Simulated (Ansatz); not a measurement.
## Fe wire along [110], 17 atoms a period: bands along the axis

What gap, if any, does the Fe wire along [110], 17 atoms a period have, and how many channels would it open?

Main program and level: Ansatz 0.2.0; DFT PBE, plane waves, PAW; relaxation of a wire's period; PAW set soft_1, in the first sound run; inputs show where later runs differ.

## Step 1: The starting structure

The cell holds 17 atoms: 17 Fe. Cell: a = 12.460 Å, b = 14.804 Å, c = 4.002 Å, α = 90.0°, β = 90.0°, γ = 90.0°. Vacuum lies along a and b. The structure's axis is c.

## Step 2: The relaxed wire

Band widths follow the bond lengths, so the wire is relaxed first. The atoms and the third cell vector are free; the box across stays fixed as vacuum. Moments are seeded so that a magnetic state can form if it lies lower. A Fermi-Dirac smearing is set since the result may be a metal. The pressure printed is a third of the stress's trace over the whole box, vacuum included; only the stress along the axis is relaxed.

input.yaml reads:

```yaml
crystal:
  lattice:
    - [12.46, 0.0, 0.0]
    - [0.0, 14.804, 0.0]
    - [0.0, 0.0, 4.0022243815]
  atoms:
    - { symbol: Fe, position: [0.272873194, 0.500015157, 0.0], spin: 2.4 }
    - { symbol: Fe, position: [0.386436597, 0.364841407, 0.0], spin: 2.4 }
    - { symbol: Fe, position: [0.5, 0.229667657, 0.0], spin: 2.4 }
    - { symbol: Fe, position: [0.5, 0.500015157, 0.0], spin: 2.4 }
    - { symbol: Fe, position: [0.613563403, 0.364841407, 0.0], spin: 2.4 }
    - { symbol: Fe, position: [0.727126806, 0.500015157, 0.0], spin: 2.4 }
    - { symbol: Fe, position: [0.272873194, 0.364841407, 0.5], spin: 2.4 }
    - { symbol: Fe, position: [0.272873194, 0.635188907, 0.5], spin: 2.4 }
    - { symbol: Fe, position: [0.386436597, 0.500015157, 0.5], spin: 2.4 }
    - { symbol: Fe, position: [0.5, 0.364841407, 0.5], spin: 2.4 }
    - { symbol: Fe, position: [0.5, 0.635188907, 0.5], spin: 2.4 }
    - { symbol: Fe, position: [0.613563403, 0.500015157, 0.5], spin: 2.4 }
    - { symbol: Fe, position: [0.727126806, 0.364841407, 0.5], spin: 2.4 }
    - { symbol: Fe, position: [0.727126806, 0.635188907, 0.5], spin: 2.4 }
    - { symbol: Fe, position: [0.386436597, 0.635188907, 0.0], spin: 2.4 }
    - { symbol: Fe, position: [0.5, 0.770362656, 0.0], spin: 2.4 }
    - { symbol: Fe, position: [0.613563403, 0.635188907, 0.0], spin: 2.4 }
magnetization:
  spin_polarized: true
kpoints:
  mp_grid: { grid: [1, 1, 20] }
scf:
  occupations: { method: fermi_dirac, width: 0.05 }
hamiltonian:
  xc: pbe
  pseudopotentials: { kind: paw, azcp: { folder: soft_1 } }
relax:
  cell: { fix: [a, b, alpha, beta, gamma] }
  max_steps: 45
  f_tol: 0.03
```

Started as:

```sh
$ ansatz run input.yaml --threads 4 --pin off --max-ram 16384MiB --backend cpu --events-out ev --progress --plain --runs-dir out
```

Numbers of over 12 decimals in the logs are rounded to 6 here.

What it wrote:

```text
Engine: ansatz 0.2.0, x86_64-unknown-linux-gnu
Pseudopotentials: kind: paw
Pseudopotential: Fe, paw, valence charge 16, recommended cutoff 420 eV (normal), soft_1/Fe.paw.azcp
Functional definition: PBE
  parameter kappa = 0.804
  parameter beta = 0.066725
  exchange = pbe_x(kappa = kappa, mu = beta*pi^2/3)
  correlation = pbe_c(beta = beta)
Crystal: 17 atoms, lattice volume = 738.242 Å³
Basis set: ecut = 420 eV, 14389 PW (Γ), exchange–correlation on 180×200×54 points (8 copies of the dense FFT grid, shifted against one another)
Bands: 188, of which v1, the nominal top of the filled ones, is band 136 counted from 1 (135 counted from 0)
Symmetry: 8 space group operations
Space group: Pmmm (ITA 47), of the structure as read, at distance tolerance 9.0e-5 Å
Magnetic group: BNS 47.249 (UNI 347), of the structure as read, at distance tolerance 9.0e-5 Å
k-points: 11 of 20
Non-local potential: Fe, projectors of the file, l = 0: 3, l = 1: 2, l = 2: 3, l = 3: 1
PAW form: soft (Blöchl's): semilocal exchange-correlation on the pseudo side does not see the compensation charge
PAW one-centre angular grid: Fe, 590 points (default); XC on 64 Gauss nodes
Initial density: superposition of atomic densities (neutral atoms: chi_scale 0, normalization atom)
Starting moments: Σ|m| = 40.8 μB on 17 of 17 sites
Initial wavefunctions: pseudopotential atomic-orbital guess
Functional: x = pbe(κ = 0.804, μ = 0.219515), c = pbe(β = 0.066725)
SCF iter   1: F=—  HF=-76144.287166 eV  |F-HF|=—  |Δ(HF+E_count)|=         —  Δρ=3.96e-2 (↑2.68e-2 ↓3.96e-2)  dr2=6.10e1  dr2_m=5.80e0  M=43.613 μB ∫|m|=43.985 μB  β_m=0.30  ethr=3.10e-3  ⟨swp⟩=7.9  Hψ=19062  notcnv=0  defer=234
Mixer restart at iter 1: flushing history
preconditioner: auto → LDOS  [metal: Δε(μ)=0.001 eV  Ē_g=5.327 eV  σ=0.050 eV  W_gap=0.01  n_scr=160 (ndim 8)  ℏωp=15.9 eV  f_vac=0.573  D(μ)=30.85/eV (n_scr^D=264)]
spin=Collinear: LDOS preconditioning applied to the charge; magnetization (m = ρ↑ − ρ↓) channel mixes plain (no charge-response kernel on spin).
SCF iter   2: F=—  HF=-76138.730238 eV  |F-HF|=—  |Δ(HF+E_count)|=    5.56e0  Δρ=3.08e-2 (↑3.08e-2 ↓2.59e-2)  dr2=1.57e1  dr2_m=4.57e0  M=45.161 μB ∫|m|=45.765 μB  β_m=0.42  ethr=3.10e-3  ⟨swp⟩=3.0  Hψ=7312  notcnv=0  defer=501
SCF iter   3: F=—  HF=-76147.261404 eV  |F-HF|=—  |Δ(HF+E_count)|=    8.53e0  Δρ=1.75e-2 (↑1.03e-2 ↓1.75e-2)  dr2=7.65e-1  dr2_m=1.16e0  M=45.950 μB ∫|m|=46.997 μB  β_m=0.46  ethr=3.10e-3  ⟨swp⟩=3.0  Hψ=7364  notcnv=0  defer=497
SCF iter   4: F=—  HF=-76149.268532 eV  |F-HF|=—  |Δ(HF+E_count)|=    2.01e0  Δρ=9.58e-3 (↑9.58e-3 ↓7.51e-3)  dr2=2.10e-1  dr2_m=4.63e-1  M=46.898 μB ∫|m|=48.269 μB  β_m=0.72  ethr=2.81e-4  ⟨swp⟩=3.0  Hψ=6557  notcnv=0  defer=497
SCF iter   5: F=—  HF=-76150.176496 eV  |F-HF|=—  |Δ(HF+E_count)|=         —  Δρ=4.08e-3 (↑3.64e-3 ↓4.08e-3)  dr2=1.49e-1  dr2_m=6.81e-2  M=47.692 μB ∫|m|=49.500 μB  β_m=0.72  ethr=7.71e-5  ⟨swp⟩=3.6  Hψ=8509  notcnv=0  defer=488
SCF iter   6: F=—  HF=-76150.167759 eV  |F-HF|=—  |Δ(HF+E_count)|=   8.74e-3  Δρ=1.84e-3 (↑1.26e-3 ↓1.84e-3)  dr2=3.64e-2  dr2_m=4.68e-3  M=47.682 μB ∫|m|=49.604 μB  β_m=0.66  ethr=5.48e-5  ⟨swp⟩=2.6  Hψ=7641  notcnv=0  defer=488
SCF iter   7: F=—  HF=-76150.162020 eV  |F-HF|=—  |Δ(HF+E_count)|=   5.74e-3  Δρ=5.73e-4 (↑5.73e-4 ↓5.31e-4)  dr2=3.00e-3  dr2_m=1.19e-3  M=47.723 μB ∫|m|=49.647 μB  β_m=0.72  ethr=1.34e-5  ⟨swp⟩=2.1  Hψ=7242  notcnv=0  defer=488
SCF iter   8: F=—  HF=-76150.165083 eV  |F-HF|=—  |Δ(HF+E_count)|=   3.06e-3  Δρ=3.35e-4 (↑3.33e-4 ↓3.35e-4)  dr2=8.96e-4  dr2_m=5.17e-4  M=47.739 μB ∫|m|=49.668 μB  β_m=0.70  ethr=1.10e-6  ⟨swp⟩=2.6  Hψ=8028  notcnv=0  defer=488
SCF iter   9: F=—  HF=-76150.165198 eV  |F-HF|=—  |Δ(HF+E_count)|=   1.15e-4  Δρ=1.22e-4 (↑1.02e-4 ↓1.22e-4)  dr2=1.50e-4  dr2_m=5.29e-5  M=47.746 μB ∫|m|=49.684 μB  β_m=0.78  ethr=3.29e-7  ⟨swp⟩=2.5  Hψ=6943  notcnv=0  defer=488
SCF iter  10: F=—  HF=-76150.165230 eV  |F-HF|=—  |Δ(HF+E_count)|=   3.22e-5  Δρ=5.86e-5 (↑5.66e-5 ↓5.86e-5)  dr2=4.38e-5  dr2_m=1.08e-5  M=47.750 μB ∫|m|=49.690 μB  β_m=0.76  ethr=5.53e-8  ⟨swp⟩=2.0  Hψ=5646  notcnv=0  defer=488
SCF iter  11: F=—  HF=-76150.165220 eV  |F-HF|=—  |Δ(HF+E_count)|=   9.75e-6  Δρ=2.67e-5 (↑2.67e-5 ↓1.59e-5)  dr2=6.34e-6  dr2_m=1.53e-6  M=47.750 μB ∫|m|=49.689 μB  β_m=0.78  ethr=1.61e-8  ⟨swp⟩=2.0  Hψ=5804  notcnv=0  defer=488
SCF iter  12: F=—  HF=-76150.165222 eV  |F-HF|=—  |Δ(HF+E_count)|=   2.05e-6  Δρ=1.27e-5 (↑1.27e-5 ↓1.01e-5)  dr2=2.56e-6  dr2_m=2.38e-7  M=47.750 μB ∫|m|=49.689 μB  β_m=0.70  ethr=2.33e-9  ⟨swp⟩=2.3  Hψ=6964  notcnv=0  defer=483
SCF iter  13: F=—  HF=-76150.165222 eV  |F-HF|=—  |Δ(HF+E_count)|=   2.03e-7  Δρ=4.46e-6 (↑3.26e-6 ↓4.46e-6)  dr2=2.36e-7  dr2_m=4.55e-8  M=47.750 μB ∫|m|=49.689 μB  β_m=0.75  ethr=9.42e-10  ⟨swp⟩=2.5  Hψ=6700  notcnv=0  defer=483
SCF iter  14: F=—  HF=-76150.165222 eV  |F-HF|=—  |Δ(HF+E_count)|=   5.24e-8  Δρ=2.04e-6 (↑1.40e-6 ↓2.04e-6)  dr2=3.45e-8  dr2_m=1.03e-8  M=47.750 μB ∫|m|=49.689 μB  β_m=0.86  ethr=8.68e-11  ⟨swp⟩=2.0  Hψ=5633  notcnv=0  defer=483
SCF iter  15: F=—  HF=-76150.165222 eV  |F-HF|=—  |Δ(HF+E_count)|=   2.85e-8  Δρ=2.85e-6 (↑2.06e-6 ↓2.85e-6)  dr2=1.67e-7  dr2_m=5.42e-9  M=47.750 μB ∫|m|=49.689 μB  β_m=0.78  ethr=1.27e-11  ⟨swp⟩=2.3  Hψ=7197  notcnv=0  defer=483
SCF iter  16: F=-76150.165222 eV  HF=-76150.165222 eV  |F-HF|=2.43e-8  |Δ(HF+E_count)|=   8.59e-9  Δρ=1.09e-6 (↑4.55e-7 ↓1.09e-6)  dr2=2.62e-8  dr2_m=1.15e-9  M=47.750 μB ∫|m|=49.689 μB  ethr=1.27e-11  ⟨swp⟩=2.4  Hψ=12800  notcnv=0
SCF 1 converged in 16 iterations: F = -76150.165222 eV  dr2 = 2.62e-8
  greatest PAW one-centre occupation: 1.002 electrons in one spin orbital (limit 2), on the Fe atom at site 15 (counted from 0), in its partial waves of l = 1
relax step   1: F+E_penalty+E_count = -76150.16522201 eV  Δ(F+E_penalty+E_count) = +0.000e0 eV  max|allowed force component| = 1.582e0 eV/Å  Δτ_max = 0.0000 Å  P = -2.079 GPa  Ω = 738.242 Å³  fix = [a, b, alpha, beta, gamma]  reactions: a -1.355, b -2.261 GPa  (16 SCF iters, dr2 threshold 1.00e-7 eV, accepted)
Crystal: 17 atoms, lattice volume = 725.235 Å³
Basis set: ecut = 420 eV, 14185 PW (Γ), exchange–correlation on 180×200×54 points (8 copies of the dense FFT grid, shifted against one another)
Initial density: handed on by an earlier stage of this run
Starting moments: Σ|m| = 40.8 μB on 17 of 17 sites; this step starts from the density that it was given
Initial wavefunctions: those handed on with the density
iter 1 solved again at ethr=1.65e-4 eV; its pass at ethr=3.10e-3 eV (dr2=4.49e-1 eV) is discarded
[...]
preconditioner: auto → LDOS  [metal: Δε(μ)=0.004 eV  Ē_g=5.146 eV  σ=0.050 eV  W_gap=0.02  n_scr=36 (ndim 8)  ℏωp=16.4 eV  f_vac=0.601  D(μ)=13.21/eV (n_scr^D=68)]
spin=Collinear: LDOS preconditioning applied to the charge; magnetization (m = ρ↑ − ρ↓) channel mixes plain (no charge-response kernel on spin).
SCF iter   2: F=—  HF=-76151.204343 eV  |F-HF|=—  |Δ(HF+E_count)|=   4.84e-4  Δρ=3.86e-5 (↑3.68e-5 ↓3.86e-5)  dr2=1.30e-4  dr2_m=3.28e-7  M=45.853 μB ∫|m|=47.526 μB  β_m=0.58  ethr=1.38e-7  ⟨swp⟩=2.0  Hψ=6106  notcnv=0
SCF iter   3: F=—  HF=-76151.204376 eV  |F-HF|=—  |Δ(HF+E_count)|=   3.33e-5  Δρ=3.45e-5 (↑3.45e-5 ↓2.35e-5)  dr2=1.60e-5  dr2_m=6.06e-7  M=45.851 μB ∫|m|=47.524 μB  β_m=0.50  ethr=4.78e-8  ⟨swp⟩=2.1  Hψ=5503  notcnv=0  defer=1
SCF iter   4: F=—  HF=-76151.204377 eV  |F-HF|=—  |Δ(HF+E_count)|=   9.78e-7  Δρ=1.98e-5 (↑1.98e-5 ↓1.30e-5)  dr2=5.80e-6  dr2_m=1.07e-6  M=45.853 μB ∫|m|=47.526 μB  β_m=0.49  ethr=5.87e-9  ⟨swp⟩=2.0  Hψ=5981  notcnv=0
SCF iter   5: F=—  HF=-76151.204382 eV  |F-HF|=—  |Δ(HF+E_count)|=   4.42e-6  Δρ=1.01e-5 (↑1.01e-5 ↓9.28e-6)  dr2=2.50e-6  dr2_m=4.25e-7  M=45.853 μB ∫|m|=47.526 μB  β_m=0.71  ethr=2.13e-9  ⟨swp⟩=2.0  Hψ=5472  notcnv=0  defer=1
SCF iter   6: F=—  HF=-76151.204384 eV  |F-HF|=—  |Δ(HF+E_count)|=   2.50e-6  Δρ=5.69e-6 (↑5.69e-6 ↓3.13e-6)  dr2=1.88e-7  dr2_m=9.84e-8  M=45.852 μB ∫|m|=47.525 μB  β_m=0.76  ethr=9.20e-10  ⟨swp⟩=2.0  Hψ=5627  notcnv=0  defer=1
SCF iter   7: F=—  HF=-76151.204384 eV  |F-HF|=—  |Δ(HF+E_count)|=   1.40e-7  Δρ=2.33e-6 (↑2.33e-6 ↓1.10e-6)  dr2=7.80e-8  dr2_m=6.13e-9  M=45.852 μB ∫|m|=47.525 μB  β_m=0.63  ethr=6.90e-11  ⟨swp⟩=2.9  Hψ=7737  notcnv=0  defer=1
SCF iter   8: F=—  HF=-76151.204384 eV  |F-HF|=—  |Δ(HF+E_count)|=   2.69e-8  Δρ=4.92e-7 (↑4.92e-7 ↓3.41e-7)  dr2=1.35e-9  dr2_m=7.83e-10  M=45.852 μB ∫|m|=47.525 μB  β_m=0.67  ethr=2.87e-11  ⟨swp⟩=2.7  Hψ=7215  notcnv=0  defer=1
SCF iter   9: F=—  HF=-76151.204384 eV  |F-HF|=—  |Δ(HF+E_count)|=   1.87e-8  Δρ=3.06e-7 (↑3.06e-7 ↓1.35e-7)  dr2=5.21e-10  dr2_m=2.31e-10  M=45.852 μB ∫|m|=47.525 μB  β_m=0.67  ethr=1.00e-12  ⟨swp⟩=3.9  Hψ=8155  notcnv=0  defer=1
SCF iter  10: F=—  HF=-76151.204384 eV  |F-HF|=—  |Δ(HF+E_count)|=  8.00e-10  Δρ=1.44e-7 (↑1.44e-7 ↓1.04e-7)  dr2=5.12e-11  dr2_m=8.23e-11  M=45.852 μB ∫|m|=47.525 μB  β_m=0.82  ethr=1.00e-12  ⟨swp⟩=2.0  Hψ=5076  notcnv=0  defer=1
SCF iter  11: F=—  HF=-76151.204384 eV  |F-HF|=—  |Δ(HF+E_count)|=  3.20e-10  Δρ=4.74e-8 (↑4.74e-8 ↓2.59e-8)  dr2=1.37e-11  dr2_m=6.33e-12  M=45.852 μB ∫|m|=47.525 μB  β_m=0.91  ethr=1.00e-12  ⟨swp⟩=2.0  Hψ=5044  notcnv=0  defer=1
SCF iter  12: F=-76151.204384 eV  HF=-76151.204384 eV  |F-HF|=1.16e-10  |Δ(HF+E_count)|=  8.73e-11  Δρ=3.85e-8 (↑2.70e-8 ↓3.85e-8)  dr2=2.12e-11  dr2_m=2.40e-12  M=45.852 μB ∫|m|=47.525 μB  ethr=1.00e-12  ⟨swp⟩=3.0  Hψ=12694  notcnv=0
SCF 7 converged in 12 iterations: F = -76151.204384 eV  dr2 = 2.12e-11
relax step   7: F+E_penalty+E_count = -76151.20438435 eV  Δ(F+E_penalty+E_count) = +1.599e-2 eV  max|allowed force component| = 1.843e-2 eV/Å  Δτ_max = 0.0000 Å  P = -0.003 GPa  Ω = 696.646 Å³  fix = [a, b, alpha, beta, gamma]  reactions: a -0.073, b +0.029 GPa  stress off target by 3.42e-2 GPa on what of the cell is left free  SCF on the basis re-selected at this cell (its energy is not comparable with the rows above)  (12 SCF iters)
basis re-selected at this cell: Δ(F+E_penalty+E_count) = +1.599e-2 eV, ΔP = +0.009 GPa vs the last step (what re-selecting the basis moved, of the pressure what is left beyond the Pulay correction that the steps carried, after the strain that the cell walked since its last selection, with what the two solves' SCF thresholds leave and, on support functions, any second-order correction that the steps lacked; it is no m [...]
SCF converged after 12 iterations
Magnetization: 45.8523 μB (158.9261 up, 113.0739 down)
Absolute magnetization: 47.5305 μB (∫|ρ↑−ρ↓|, with the PAW one-centre terms)
Spin contamination: 0.7601 ħ² per cell (⟨S²⟩ above its minimum at these occupations)
Per-site moments (μB) at R_I (Å): [(2.777617, 1.021902), (2.458251, 0.968642), (2.921824, 0.968642), (2.381618, 0.977002), (2.458251, 0.968642), (2.777617, 1.021902), (2.792278, 0.958053), (2.792278, 0.958053), (2.257895, 0.958053), (2.506849, 0.996433), (2.506849, 0.996433), (2.257895, 0.958053), (2.792278, 0.958053), (2.792278, 0.958053), (2.458251, 0.968642), (2.921824, 0.968642), (2.458251, 0.968642)]
Free energy (F): -76151.204384 eV
Harris-Foulkes:  -76151.204384 eV  (|F-HF|=1.16e-10)
Internal energy: -76151.092694 eV  (E = F + TS)
E sigma→0 (E₀):  -76151.148539 eV
Entropy (-TS):   -0.111691 eV (-6.570 meV/atom)
Fermi energy:    2.517619 eV
--- Per-component energies (eV) ---
  E_band       = -7937.905442
  E_kinetic    = 5597.799646
  E_local      = -216108.404425  (includes V_loc(G=0)·N_el)
  E_nonlocal   = 4985.077564
  E_hartree    = 102784.673526
  E_xc         = -1852.928436
  E_vxc        = -2377.595192  (∫ρ·V_xc dr)
  E_paw        = -23537.461810  (= ΣΔE_a)
  E_vpaw       = -5604.112326  (= ΣTr[D̂ρ^β])
  E_aug_tail   = -0.017160  (compensation charges beyond the density's cutoff)
  E_ewald      = 51980.168400
  E_smearing   = -0.111691  (= −TS)
  E_closure    = -0.000000  (closes the sum)
  Σ components = -76151.204384   (vs F -76151.204384, Δ=0.00e0)
--- Forces (eV/Å), atoms counted from 1 ---
  atom   1  Fe    -0.00895300    -0.00000000    -0.00000000
  atom   2  Fe    -0.01434944    -0.00812487    -0.00000000
  atom   3  Fe    -0.00000000    -0.00856691    -0.00000000
  atom   4  Fe     0.00000000     0.00000000     0.00000000
  atom   5  Fe     0.01434944    -0.00812487     0.00000000
  atom   6  Fe     0.00895300     0.00000000     0.00000000
  atom   7  Fe     0.00704069     0.00309672     0.00000000
  atom   8  Fe     0.00704069    -0.00309672     0.00000000
  atom   9  Fe    -0.01843411    -0.00000000    -0.00000000
  atom  10  Fe    -0.00000000    -0.00233637    -0.00000000
  atom  11  Fe     0.00000000     0.00233637     0.00000000
  atom  12  Fe     0.01843411     0.00000000     0.00000000
  atom  13  Fe    -0.00704069     0.00309672    -0.00000000
  atom  14  Fe    -0.00704069    -0.00309672    -0.00000000
  atom  15  Fe    -0.01434944     0.00812487    -0.00000000
  atom  16  Fe     0.00000000     0.00856691     0.00000000
  atom  17  Fe     0.01434944     0.00812487     0.00000000
  max |Σ_I F_I| component: 8.67e-18 eV/Å
--- Stress (GPa, compression-positive) ---
       -0.073383      -0.000000      -0.000000
       -0.000000       0.028775       0.000000
       -0.000000       0.000000       0.034221
  P = ⅓ Tr σ = -0.0035 GPa (-0.035 kbar)
--- Relaxed structure (6 steps of the walk, 6 accepted, 1 SCFs on fresh bases) ---
  F+E_penalty+E_count = -76151.20438435 eV   max|allowed force component| = 1.843e-2 eV/Å   (the final SCF, on the basis selected at the relaxed cell)
  cell:  # Å, volume = 696.6457 Å³
    - [12.46, 0, 0]
    - [0, 14.804, 0]
    - [0, 0, 3.776720]
  atoms:
    - { symbol: Fe, position: [0.256568, 0.500015, 0] }
    - { symbol: Fe, position: [0.379669, 0.367770, 0] }
    - { symbol: Fe, position: [0.5, 0.245691, 0] }
    - { symbol: Fe, position: [0.5, 0.500015, 0] }
    - { symbol: Fe, position: [0.620331, 0.367770, 0] }
    - { symbol: Fe, position: [0.743432, 0.500015, 0.0] }
    - { symbol: Fe, position: [0.259866, 0.383936, 0.500000] }
    - { symbol: Fe, position: [0.259866, 0.616095, 0.500000] }
    - { symbol: Fe, position: [0.385262, 0.500015, 0.500000] }
    - { symbol: Fe, position: [0.5, 0.357929, 0.500000] }
    - { symbol: Fe, position: [0.5, 0.642101, 0.500000] }
    - { symbol: Fe, position: [0.614738, 0.500015, 0.500000] }
    - { symbol: Fe, position: [0.740134, 0.383936, 0.500000] }
    - { symbol: Fe, position: [0.740134, 0.616095, 0.500000] }
    - { symbol: Fe, position: [0.379669, 0.632260, 0] }
    - { symbol: Fe, position: [0.5, 0.754339, 0] }
    - { symbol: Fe, position: [0.620331, 0.632260, 0] }
```

It took 9.2 min on 4 threads of Intel Xeon Platinum 8259CL at 2.50GHz (Skylake/Cascade Lake), shared host; peak memory 4 GiB; 35 min of CPU time.

(Continued in part 2 of 2.)

[Logs are printed without paths, hosts, clocks, repeated set-up lines and the standing remarks that a program may print on its own settings, such as how far it seeks lower states.]

[Hosts, paths, dates, database ids (printed as entryN), source tags and the programs' standing remarks are cut or masked in the printed files.]
